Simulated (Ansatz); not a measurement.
# CsSnH3 (model cell, started as cubic perovskite with Sn in the octahedra): following an unstable mode

Aim: this structure of CsSnH3 (model cell, started as cubic perovskite with Sn in the octahedra) is to be tested for unstable modes, and one is followed downhill.

Calculated with Ansatz 0.2.0; DFT PBEsol, scalar-relativistic, plane waves, PAW.

The structure was built from a prototype and need not be the compound's stable phase.

## Step 1: Starting point

Symmetry: Pm-3m, No. 221, cubic system. The conventional cell has a = 4.404 Å, b = 4.404 Å, c = 4.404 Å, α = 90.00°, β = 90.00°, γ = 90.00°. Nearest to Cs lie 12 H at 3.11 Å. Sn has 6 H at 2.20 Å nearest. Nearest to H lie 2 Sn at 2.20 Å and 4 Cs at 3.11 Å and 8 H at 3.11 Å. Farther neighbours are not listed.

## Step 2: The dispersion

The cell comes from relaxations at this level that are not shown. Stability and thermal properties need the whole zone. Linear response on a 4×4×4 q mesh gives force constants as far as a supercell of that size would.

input.yaml reads:

```yaml
crystal:
  lattice:
    - [4.4041233197, 0.0, 0.0]
    - [0.0, 4.4041233197, 0.0]
    - [0.0, 0.0, 4.4041233197]
  atoms:
    - { symbol: Cs, position: [0.0, 0.0, 0.0] }
    - { symbol: Sn, position: [0.5, 0.5, 0.5] }
    - { symbol: H, position: [0.5, 0.5, 0.0] }
    - { symbol: H, position: [0.5, 0.0, 0.5] }
    - { symbol: H, position: [0.0, 0.5, 0.5] }
kpoints:
  mp_grid: { grid: [8, 8, 8] }
hamiltonian:
  xc: pbesol
scf:
  occupations: { method: methfessel_paxton, width: 0.2 }
output:
  eigenvalues: true
phonons:
  method: dfpt
  qmesh: [4, 4, 4]
  temperatures: { t_max: 1000, t_step: 50 }
  qpath:
    path:
      - [[0.0, 0.0, 0.0], [0.0, 0.5, 0.0], [0.5, 0.5, 0.0], [0.0, 0.0, 0.0], [0.5, 0.5, 0.5], [0.0, 0.5, 0.0]]
      - [[0.5, 0.5, 0.5], [0.5, 0.5, 0.0]]
    npoints: 10
```

The run is started by

```console
ansatz run input.yaml --threads 8 --pin off --max-ram 14336MiB --backend cpu --events-out ev --progress --plain --runs-dir out
```

Numbers of over 12 decimals in the logs are rounded to 6 here.

Log:

```text
Engine: ansatz 0.2.0, aarch64-unknown-linux-gnu
Pseudopotentials: kind: paw
Pseudopotential: Cs, paw, valence charge 9, recommended cutoff 420 eV (normal), Cs.paw.azcp
Pseudopotential: Sn, paw, valence charge 14, recommended cutoff 420 eV (normal), Sn.paw.azcp
Pseudopotential: H, paw, valence charge 1, recommended cutoff 420 eV (normal), H.paw.azcp
Functional definition: PBEsol
  exchange = pbesol_x
  correlation = pbesol_c
Crystal: 5 atoms, lattice volume = 85.424 Å³
Basis set: ecut = 420 eV, 1743 PW (Γ), exchange–correlation on 60×60×60 points (8 copies of the dense FFT grid, shifted against one another)
Bands: 18, of which v1, the nominal top of the filled ones, is band 13 counted from 1 (12 counted from 0)
Symmetry: 48 space group operations
k-points: 35 of 512
Non-local potential: Cs, projectors of the file, l = 0: 3, l = 1: 2, l = 2: 2, l = 3: 2
Non-local potential: Sn, projectors of the file, l = 0: 2, l = 1: 2, l = 2: 2, l = 3: 2
Non-local potential: H, projectors of the file, l = 0: 2, l = 1: 1
PAW form: soft (Blöchl's): semilocal exchange-correlation on the pseudo side does not see the compensation charge
PAW frozen core: Cs, regenerated for the run's functional, and the local potential with it (the file was generated under x = pbe(κ = 0.804, μ = 0.219515), c = pbe(β = 0.066725))
PAW frozen core: Sn, regenerated for the run's functional, and the local potential with it (the file was generated under x = pbe(κ = 0.804, μ = 0.219515), c = pbe(β = 0.066725))
PAW one-centre angular grid: Cs, 194 points (default); XC on 64 Gauss nodes
PAW one-centre angular grid: Sn, 590 points (default); XC on 64 Gauss nodes
PAW one-centre angular grid: H, 110 points (default); XC on 64 Gauss nodes
Initial density: superposition of atomic densities (neutral atoms: chi_scale 0, normalization atom), corrected by the library's trained network
Initial wavefunctions: pseudopotential atomic-orbital guess
Functional: x = pbesol(κ = 0.804, μ = 0.123457), c = pbesol(β = 0.046)
SCF iter   1: F=—  HF=-11582.335047 eV  |F-HF|=—  |Δ(HF+E_count)|=         —  Δρ=7.16e-3  dr2=4.12e-2  ethr=1.77e-3  ⟨swp⟩=6.3  Hψ=3256  notcnv=0
preconditioner: auto → Kerker (q_TF=auto, 2.238 Å⁻¹)  [metal: Δε(μ)=0.058 eV  Ē_g=9.847 eV  σ=0.200 eV  W_gap=0.24  n_scr=18 (ndim 8)  ℏωp=15.0 eV  f_vac=0.000  D(μ)=1.26/eV (n_scr^D=6)]
SCF iter   2: F=—  HF=-11582.324229 eV  |F-HF|=—  |Δ(HF+E_count)|=   1.08e-2  S|Δr|=    0.00e0  Δρ=3.43e-3  dr2=1.08e-2  ethr=1.58e-4  ⟨swp⟩=1.0  Hψ=910  notcnv=0
SCF iter   3: F=—  HF=-11582.320624 eV  |F-HF|=—  |Δ(HF+E_count)|=   3.60e-3  S|Δr|=    0.00e0  Δρ=5.13e-4  dr2=5.82e-4  ethr=4.14e-5  ⟨swp⟩=2.0  Hψ=730  notcnv=0
SCF iter   4: F=—  HF=-11582.320473 eV  |F-HF|=—  |Δ(HF+E_count)|=   1.51e-4  S|Δr|=    0.00e0  Δρ=2.22e-4  dr2=7.96e-5  ethr=2.24e-6  ⟨swp⟩=2.1  Hψ=1053  notcnv=0
SCF iter   5: F=—  HF=-11582.320430 eV  |F-HF|=—  |Δ(HF+E_count)|=   4.32e-5  S|Δr|=    0.00e0  Δρ=8.65e-5  dr2=9.08e-6  ethr=3.06e-7  ⟨swp⟩=2.2  Hψ=1034  notcnv=0
SCF iter   6: F=—  HF=-11582.320429 eV  |F-HF|=—  |Δ(HF+E_count)|=   1.24e-6  S|Δr|=    0.00e0  Δρ=2.58e-5  dr2=4.98e-7  ethr=3.49e-8  ⟨swp⟩=2.2  Hψ=1004  notcnv=0
SCF iter   7: F=—  HF=-11582.320430 eV  |F-HF|=—  |Δ(HF+E_count)|=   1.34e-6  S|Δr|=    0.00e0  Δρ=4.25e-6  dr2=1.88e-8  ethr=1.92e-9  ⟨swp⟩=2.1  Hψ=885  notcnv=0
SCF iter   8: F=—  HF=-11582.320430 eV  |F-HF|=—  |Δ(HF+E_count)|=   7.00e-9  S|Δr|=    0.00e0  Δρ=1.05e-6  dr2=1.45e-9  ethr=7.22e-11  ⟨swp⟩=2.5  Hψ=1016  notcnv=0
SCF iter   9: F=—  HF=-11582.320430 eV  |F-HF|=—  |Δ(HF+E_count)|=   1.11e-9  S|Δr|=    0.00e0  Δρ=3.03e-7  dr2=1.32e-10  ethr=5.59e-12  ⟨swp⟩=2.0  Hψ=912  notcnv=0
SCF iter  10: F=-11582.320430 eV  HF=-11582.320430 eV  |F-HF|=1.82e-12  |Δ(HF+E_count)|=  5.82e-11  S|Δr|=    0.00e0  Δρ=4.18e-8  dr2=1.50e-12  ethr=1.00e-12  ⟨swp⟩=7.6  Hψ=3855  notcnv=0
SCF 1 converged in 10 iterations: F = -11582.320430 eV  dr2 = 1.50e-12
  greatest PAW one-centre occupation: 0.992 electrons in one spin orbital (limit 2), on the Sn atom at site 1 (counted from 0), in its partial waves of l = 2
Initial density: read from a saved state, or passed on in memory by an earlier SCF of this step, an earlier step, the calling program or the single point that the run made first
iter 1 solved again at ethr=7.23e-7 eV; its pass at ethr=3.10e-3 eV (dr2=1.88e-4 eV) is discarded
SCF iter   1: F=—  HF=-11582.320432 eV  |F-HF|=—  |Δ(HF+E_count)|=         —  Δρ=2.80e-6  dr2=3.60e-9  ethr=7.23e-7  ⟨swp⟩=3.3  Hψ=5058  notcnv=0
eigensolver tolerance schedule: the retry pair's looser diagonalisation over-reported the residual by 52159.12 of it (diagonalisation noise at an unbounded share of the residual, at the tolerance the schedule requests for it); recorded, not acted on — ethr = c·dr2/N_el stays at c = 1.0e-1
preconditioner: auto → Kerker (q_TF=auto, 2.238 Å⁻¹)  [metal: Δε(μ)=0.061 eV  Ē_g=9.865 eV  σ=0.200 eV  W_gap=0.25  n_scr=18 (ndim 8)  ℏωp=15.0 eV  f_vac=0.000  D(μ)=1.09/eV (n_scr^D=6)]
SCF iter   2: F=—  HF=-11582.320430 eV  |F-HF|=—  |Δ(HF+E_count)|=   1.57e-6  S|Δr|=    0.00e0  Δρ=1.78e-6  dr2=1.39e-9  ethr=1.39e-11  ⟨swp⟩=3.5  Hψ=1624  notcnv=0
SCF iter   3: F=—  HF=-11582.320430 eV  |F-HF|=—  |Δ(HF+E_count)|=  7.99e-10  S|Δr|=    0.00e0  Δρ=1.05e-6  dr2=4.76e-10  ethr=5.34e-12  ⟨swp⟩=2.0  Hψ=805  notcnv=0
SCF iter   4: F=—  HF=-11582.320430 eV  |F-HF|=—  |Δ(HF+E_count)|=  3.35e-10  S|Δr|=    0.00e0  Δρ=4.14e-7  dr2=7.53e-11  ethr=1.83e-12  ⟨swp⟩=2.0  Hψ=837  notcnv=0
SCF iter   5: F=—  HF=-11582.320430 eV  |F-HF|=—  |Δ(HF+E_count)|=  2.55e-11  S|Δr|=    0.00e0  Δρ=2.99e-7  dr2=4.03e-11  ethr=1.00e-12  ⟨swp⟩=1.0  Hψ=630  notcnv=0
SCF iter   6: F=—  HF=-11582.320430 eV  |F-HF|=—  |Δ(HF+E_count)|=  9.09e-12  S|Δr|=    0.00e0  Δρ=2.28e-7  dr2=2.38e-11  ethr=1.00e-12  ⟨swp⟩=1.0  Hψ=630  notcnv=0
SCF iter   7: F=—  HF=-11582.320430 eV  |F-HF|=—  |Δ(HF+E_count)|=  3.64e-12  S|Δr|=    0.00e0  Δρ=1.85e-7  dr2=1.57e-11  ethr=1.00e-12  ⟨swp⟩=1.0  Hψ=630  notcnv=0
SCF iter   8: F=-11582.320430 eV  HF=-11582.320430 eV  |F-HF|=5.46e-12  |Δ(HF+E_count)|=  1.09e-11  S|Δr|=    0.00e0  Δρ=1.36e-7  dr2=8.52e-12  ethr=1.00e-12  ⟨swp⟩=1.0  Hψ=1400  notcnv=0
SCF 2 converged in 8 iterations: F = -11582.320430 eV  dr2 = 8.52e-12
phonons: the bands overlap, so this run is a metal and interpolates without the dipole-dipole term. If the crystal is really an insulator or semiconductor, its LO-TO splitting is missing
NSCF: frozen V_eff on 35 k-points
NSCF: frozen V_eff on 125 k-points
DFPT response loops at q = (0, 0, 0) (fractional): preconditioner auto → Kerker (q_TF=auto, 2.238 Å⁻¹) (partly filled bands, converged f_vac=0.000); β = 1.00, the filter's whole step (`scf.mixing.beta` (0.50) is not read by the response loops under this deck's `scf.mixing.preconditioner`; to damp them name `kerker` or `kerker_dos`, under which they read `scf.mixing.beta`, and type it under 1.00, their step now; both keys bind the ground state too); Broyden in place of MSR1
NSCF: frozen V_eff on 400 k-points
DFPT response loops at q = (0, 0, 0.25) (fractional): mixed as the last ones told, above
NSCF: frozen V_eff on 250 k-points
DFPT response loops at q = (0, 0, -0.5) (fractional): mixed as the last ones told, above
NSCF: frozen V_eff on 640 k-points
DFPT response loops at q = (0, 0.25, 0.25) (fractional): mixed as the last ones told, above
NSCF: frozen V_eff on 400 k-points
DFPT response loops at q = (0, 0.25, -0.5) (fractional): mixed as the last ones told, above
NSCF: frozen V_eff on 250 k-points
DFPT response loops at q = (0, -0.5, -0.5) (fractional): mixed as the last ones told, above
NSCF: frozen V_eff on 1024 k-points
DFPT response loops at q = (0.25, 0.25, 0.25) (fractional): mixed as the last ones told, above
NSCF: frozen V_eff on 640 k-points
DFPT response loops at q = (0.25, 0.25, -0.5) (fractional): mixed as the last ones told, above
NSCF: frozen V_eff on 400 k-points
DFPT response loops at q = (0.25, -0.5, -0.5) (fractional): mixed as the last ones told, above
NSCF: frozen V_eff on 250 k-points
DFPT response loops at q = (-0.5, -0.5, -0.5) (fractional): mixed as the last ones told, above
SCF converged after 10 iterations
Stability not checked: this state was not tested for a lower state beside it, because cold or Methfessel-Paxton smearing, or corrected tetrahedra, fill the levels in a way that the test cannot read (fill_not_monotonic; see scf.lower_state_search)
Free energy (F): -11582.320430 eV
Harris-Foulkes:  -11582.320430 eV  (|F-HF|=1.82e-12)
Internal energy: -11582.321466 eV  (E = F + TS)
E sigma→0 (E₀):  -11582.320689 eV
Entropy (-TS):   0.001036 eV (0.207 meV/atom)
Fermi energy:    7.490786 eV
--- Per-component energies (eV) ---
  E_band       = -159.421663
  E_kinetic    = 368.256990
  E_local      = -1358.854795  (includes V_loc(G=0)·N_el)
  E_nonlocal   = 4.349716
  E_hartree    = 730.646645
  E_xc         = -578.860546
  E_vxc        = -258.113438  (∫ρ·V_xc dr)
  E_paw        = -9048.853207  (= ΣΔE_a)
  E_vpaw       = -376.350398  (= ΣTr[D̂ρ^β])
  E_aug_tail   = -0.003013  (compensation charges beyond the density's cutoff)
  E_ewald      = -1699.432257
  E_core_change = 0.429000  (= ΣΔE_core)
  E_smearing   = 0.001036  (= −TS)
  E_closure    = 0.000000  (closes the sum)
  Σ components = -11582.320430   (vs F -11582.320430, Δ=0.00e0)
--- Band table (eV; the first three rows and the last of 35) ---
  k-point 0: bands = [... 9 lower, -1.7303, 4.5845, 4.5845, 7.9280, 7.9280, 7.9280, 9.7601, 11.8409, ... 1 higher]
  k-point 1: bands = [... 9 lower, -1.3395, 4.2327, 4.6351, 7.7777, 7.8493, 7.8493, 10.5680, 11.3717, ... 1 higher]
  k-point 2: bands = [... 9 lower, -0.7974, 3.3495, 4.7657, 7.6555, 7.6555, 8.0138, 10.5425, 11.8347, ... 1 higher]
  k-point 34: bands = [... 9 lower, 0.7723, 2.0794, 2.0794, 2.0794, 12.0839, 12.0839, 12.0839, 13.9266, ... 1 higher]
--- Phonons (Γ-DFPT): 4 representative perturbations + reference (Σ response iterations 13) ---
  ASR residual: 5.207e-5 → 0.000e0 eV/Å²; symmetrization residual: 8.491e-7 eV/Å²
  ASR residual per site (eV/Å²): 7.04e-6 5.21e-5 5.28e-6 5.28e-6 5.28e-6
  Γ frequencies (cm⁻¹): -1375.13 -1375.13 -1375.13 0.00 0.00 0.00 85.91 85.91 85.91 615.10 615.10 615.10 626.17 626.17 626.17
--- Phonons (arbitrary-q DFPT): 10 irreducible q on the 4×4×4 mesh ---
  q = [0.0000, 0.0000, 0.0000] (star 1, of the zone-centre solve; hermiticity 2.44e-7, symmetrization 7.22e-12): -1375.13 -1375.13 -1375.13 -0.00 0.00 0.00 85.91 85.91 85.91 615.10 615.10 615.10 626.17 626.17 626.17
  q = [0.0000, 0.0000, 0.2500] (star 6, 9 solved perturbations in 1560 linear systems a pass and spin channel, the states on 200 of 512 k-point pairs; hermiticity 1.90e-7, symmetrization 9.63e-12): -1286.27 -1286.27 32.17 32.17 43.32 81.37 81.37 95.26 517.82 576.34 615.08 615.08 623.89 623.89 662.87
  q = [0.0000, 0.0000, -0.5000] (star 3, 9 solved perturbations in 975 linear systems a pass and spin channel, the states on 125 of 512 k-point pairs; hermiticity 4.86e-8, symmetrization 1.18e-13): -1263.40 -1263.40 56.59 56.59 68.90 71.43 71.43 107.13 605.36 605.36 613.42 625.32 625.32 641.39 818.56
  q = [0.0000, 0.2500, 0.2500] (star 12, 9 solved perturbations in 2460 linear systems a pass and spin channel, the states on 320 of 512 k-point pairs; hermiticity 1.93e-7, symmetrization 9.96e-13): -1262.72 27.91 45.06 61.93 80.07 90.56 104.51 470.23 519.41 551.37 607.39 617.69 619.90 673.13 685.51
  q = [0.0000, 0.2500, -0.5000] (star 12, 15 solved perturbations on 200 of 512 k-point pairs; hermiticity 7.87e-8, symmetrization 3.67e-14): -1290.10 51.49 51.78 56.18 78.85 103.47 116.59 515.57 515.73 573.11 593.13 606.23 618.59 697.78 832.50
  q = [0.0000, -0.5000, -0.5000] (star 3, 9 solved perturbations in 975 linear systems a pass and spin channel, the states on 125 of 512 k-point pairs; hermiticity 5.75e-8, symmetrization 3.35e-13): -1390.72 49.00 49.00 56.20 85.98 123.70 123.70 500.15 524.68 524.68 587.00 587.00 687.38 744.02 877.87
  q = [0.2500, 0.2500, 0.2500] (star 8, 4 solved perturbations in 1376 linear systems a pass and spin channel, the states on 512 of 512 k-point pairs; hermiticity 1.09e-7, symmetrization 1.48e-11): 47.27 47.27 54.75 97.59 101.29 101.29 317.42 531.13 531.13 539.48 630.05 630.05 684.01 685.78 685.78
  q = [0.2500, 0.2500, -0.5000] (star 12, 9 solved perturbations in 2460 linear systems a pass and spin channel, the states on 320 of 512 k-point pairs; hermiticity 1.53e-7, symmetrization 1.04e-12): 47.15 52.20 60.81 97.77 103.85 118.74 298.01 513.04 513.59 540.94 647.97 674.12 675.51 685.02 852.24
  q = [0.2500, -0.5000, -0.5000] (star 6, 9 solved perturbations in 1560 linear systems a pass and spin channel, the states on 200 of 512 k-point pairs; hermiticity 8.77e-8, symmetrization 2.01e-13): 56.28 56.28 60.20 100.84 121.83 121.83 387.20 498.04 512.56 512.56 660.84 660.84 729.12 787.29 892.45
  q = [-0.5000, -0.5000, -0.5000] (star 1, 4 solved perturbations in 350 linear systems a pass and spin channel, the states on 125 of 512 k-point pairs; hermiticity 2.49e-8, symmetrization 6.07e-12): 63.03 63.03 63.03 119.42 119.42 119.42 495.75 495.75 495.75 525.00 715.03 715.03 715.03 901.09 901.09
  sum rule: each row above includes the acoustic sum rule's correction from the zone centre's row sums; it moved no ω² by more than (1.19 cm⁻¹)²
  mesh force constants: q→R imaginary residual 1.61e-18; ASR residual 5.207e-5 → 0.000e0 eV/Å²; symmetrization residual 4.441e-15 eV/Å²
  interpolated dispersion: 62 rows × 15 modes
  density of states and harmonic sums: on the 16×16×16 q-mesh, interpolated from the force constants of a 4×4×4 supercell (no non-analytic term)
  largest difference from the sums on the solved wave vectors: F 3.65e-2 eV, S 8.04e-5 and C_V 4.51e-5 eV/K
  zero-point energy: 0.330488 eV/cell   skipped modes (ω ≤ 0): 223, of them read as no rigid motion or as one in doubt: 220 (1.312e0 modes/cell left out, lowest -1390.72 cm⁻¹)   left out of the sums: 8.75e-2 of the cell's modes: C_V's classical limit lies that fraction below 3 k_B per atom; for a crystal, a wire or a layer, F and S can be off by more, and a phonons.interpolated_qmesh denser along its periods is the remedy for the sampling
```

Elapsed: 3.5 min, on 8 threads of Arm Neoverse V2, shared host; peak memory 2.1 GiB.

In the SCF lines HF is the Harris–Foulkes energy and dr2 the Hartree energy of the density residual, in eV; the loop may stop once dr2 is under the threshold and the program's other checks hold. Hψ counts applications of the Hamiltonian.

This step gave:

| Item | Value |
| --- | --- |
| volume per atom | 17.08 Å³ |
| gap on the k-mesh | 0 eV |
| sum-rule residual before enforcement | 5.21e-5 eV/Å² |
| lowest frequency on the path | -1391 cm⁻¹ |
| point group | m-3m |
| highest frequency on the path or at a solved wavevector | 945.8 cm⁻¹ |
| highest optical mode at the zone centre (no LO-TO term) | 626.2 cm⁻¹ |
| lowest optical zone-centre mode | -1375 cm⁻¹ |
| lowest mode on the q mesh (acoustic modes at Γ apart) | -1391 cm⁻¹ |

Frequencies (cm⁻¹) solved at each irreducible wavevector; negative means imaginary. Frequencies by wavevector, by row:

```
q in reciprocal lattice units  star  mode 1  mode 2  mode 3  mode 4  mode 13  mode 14  mode 15
                        0 0 0     1   -1375   -1375   -1375       0    626.2    626.2    626.2
                     0 0 0.25     6   -1286   -1286    32.2    32.2    623.9    623.9    662.9
                     0 0 -0.5     3   -1263   -1263    56.6    56.6    625.3    641.4    818.6
                  0 0.25 0.25    12   -1263    27.9    45.1    61.9    619.9    673.1    685.5
                  0 0.25 -0.5    12   -1290    51.5    51.8    56.2    618.6    697.8    832.5
                  0 -0.5 -0.5     3   -1391      49      49    56.2    687.4      744    877.9
               0.25 0.25 0.25     8    47.3    47.3    54.8    97.6      684    685.8    685.8
               0.25 0.25 -0.5    12    47.1    52.2    60.8    97.8    675.5      685    852.2
               0.25 -0.5 -0.5     6    56.3    56.3    60.2   100.8    729.1    787.3    892.5
               -0.5 -0.5 -0.5     1      63      63      63   119.4      715    901.1    901.1
```

Interpolated from a 4×4×4 q mesh. The phonon branches at the labelled points (cm⁻¹):

```
    point  branch 1  branch 2  branch 3  branch 4  branch 12  branch 13  branch 14  branch 15
        Γ     -1375     -1375     -1375         0        615        626        626        626
  halfway     -1286     -1286        32        32        615        624        624        663
        X     -1263     -1263        57        57        625        625        641        819
  halfway     -1290        52        52        56        606        619        698        832
        M     -1391        49        49        56        587        687        744        878
  halfway     -1263        28        45        62        618        620        673        686
        Γ     -1375     -1375     -1375         0        615        626        626        626
  halfway        47        47        55        98        630        684        686        686
        R        63        63        63       119        715        715        901        901
  halfway        47        52        61        98        674        676        685        852
        X     -1263     -1263        57        57        625        625        641        819
jump to R        63        63        63       119        715        715        901        901
  halfway        56        56        60       101        661        729        787        892
        M     -1391        49        49        56        587        687        744        878
```

Symmetry leaves 10 wavevectors to solve. The lowest mode among them, the acoustic zeros apart, lies at q = (0, -0.5, -0.5) and is imaginary, 1390.7i cm⁻¹, so the energy falls along it.

## Step 3: The mode frozen in, largest atomic shift 0 Å

The mode followed lies at Γ with frequency 1375.1i cm⁻¹ and is 3-fold degenerate, one of the unstable modes though not the softest. At small amplitude the distorted cell has space group no. 160 by a symmetry search on the positions. The undistorted cell that holds it gives the zero of energy on the same k mesh.

input.yaml, the sections that differ from step 2:

```yaml
output:
  forces: true
  stress: true
  eigenvalues: true
# crystal, kpoints, hamiltonian, scf: as in step 2
# phonons: removed
```

Log:

```text
[...]
Crystal: 5 atoms, lattice volume = 85.424 Å³
Basis set: ecut = 420 eV, 1743 PW (Γ), exchange–correlation on 60×60×60 points (8 copies of the dense FFT grid, shifted against one another)
Bands: 18, of which v1, the nominal top of the filled ones, is band 13 counted from 1 (12 counted from 0)
Symmetry: 48 space group operations
[...]
k-points: 35 of 512
[...]
k-point 0: bands = [... 9 lower, -1.7302, 4.5845, 4.5845, 7.9280, 7.9280, 7.9280, 9.7600, 11.8408, ... 1 higher]
  k-point 1: bands = [... 9 lower, -1.3395, 4.2327, 4.6351, 7.7776, 7.8492, 7.8492, 10.5680, 11.3717, ... 1 higher]
  k-point 2: bands = [... 9 lower, -0.7974, 3.3494, 4.7657, 7.6555, 7.6555, 8.0137, 10.5425, 11.8346, ... 1 higher]
  k-point 34: bands = [... 9 lower, 0.7721, 2.0794, 2.0794, 2.0794, 12.0839, 12.0839, 12.0839, 13.9266, ... 1 higher]
[key lines of the parts left out:]
SCF converged after 7 iterations
Free energy (F): -11582.320430 eV
Fermi energy:    7.490720 eV
P = ⅓ Tr σ = 0.0051 GPa (0.051 kbar)
```

Elapsed: 0.59 s, on 8 threads; peak memory 0.46 GiB; 3.1 s of CPU time.

This step gave:

- pressure: 0.005062 GPa
- energy from the undistorted cell: 0 meV/atom

The run ends at a pressure of 0.01 GPa.

[end of part 1 of 3]

[Logs are printed without paths, hosts, clocks, repeated set-up lines and the standing remarks that a program may print on its own settings, such as how far it seeks lower states.]

[Hosts, paths, dates, database ids (printed as entryN), source tags and the programs' standing remarks are cut or masked in the printed files.]
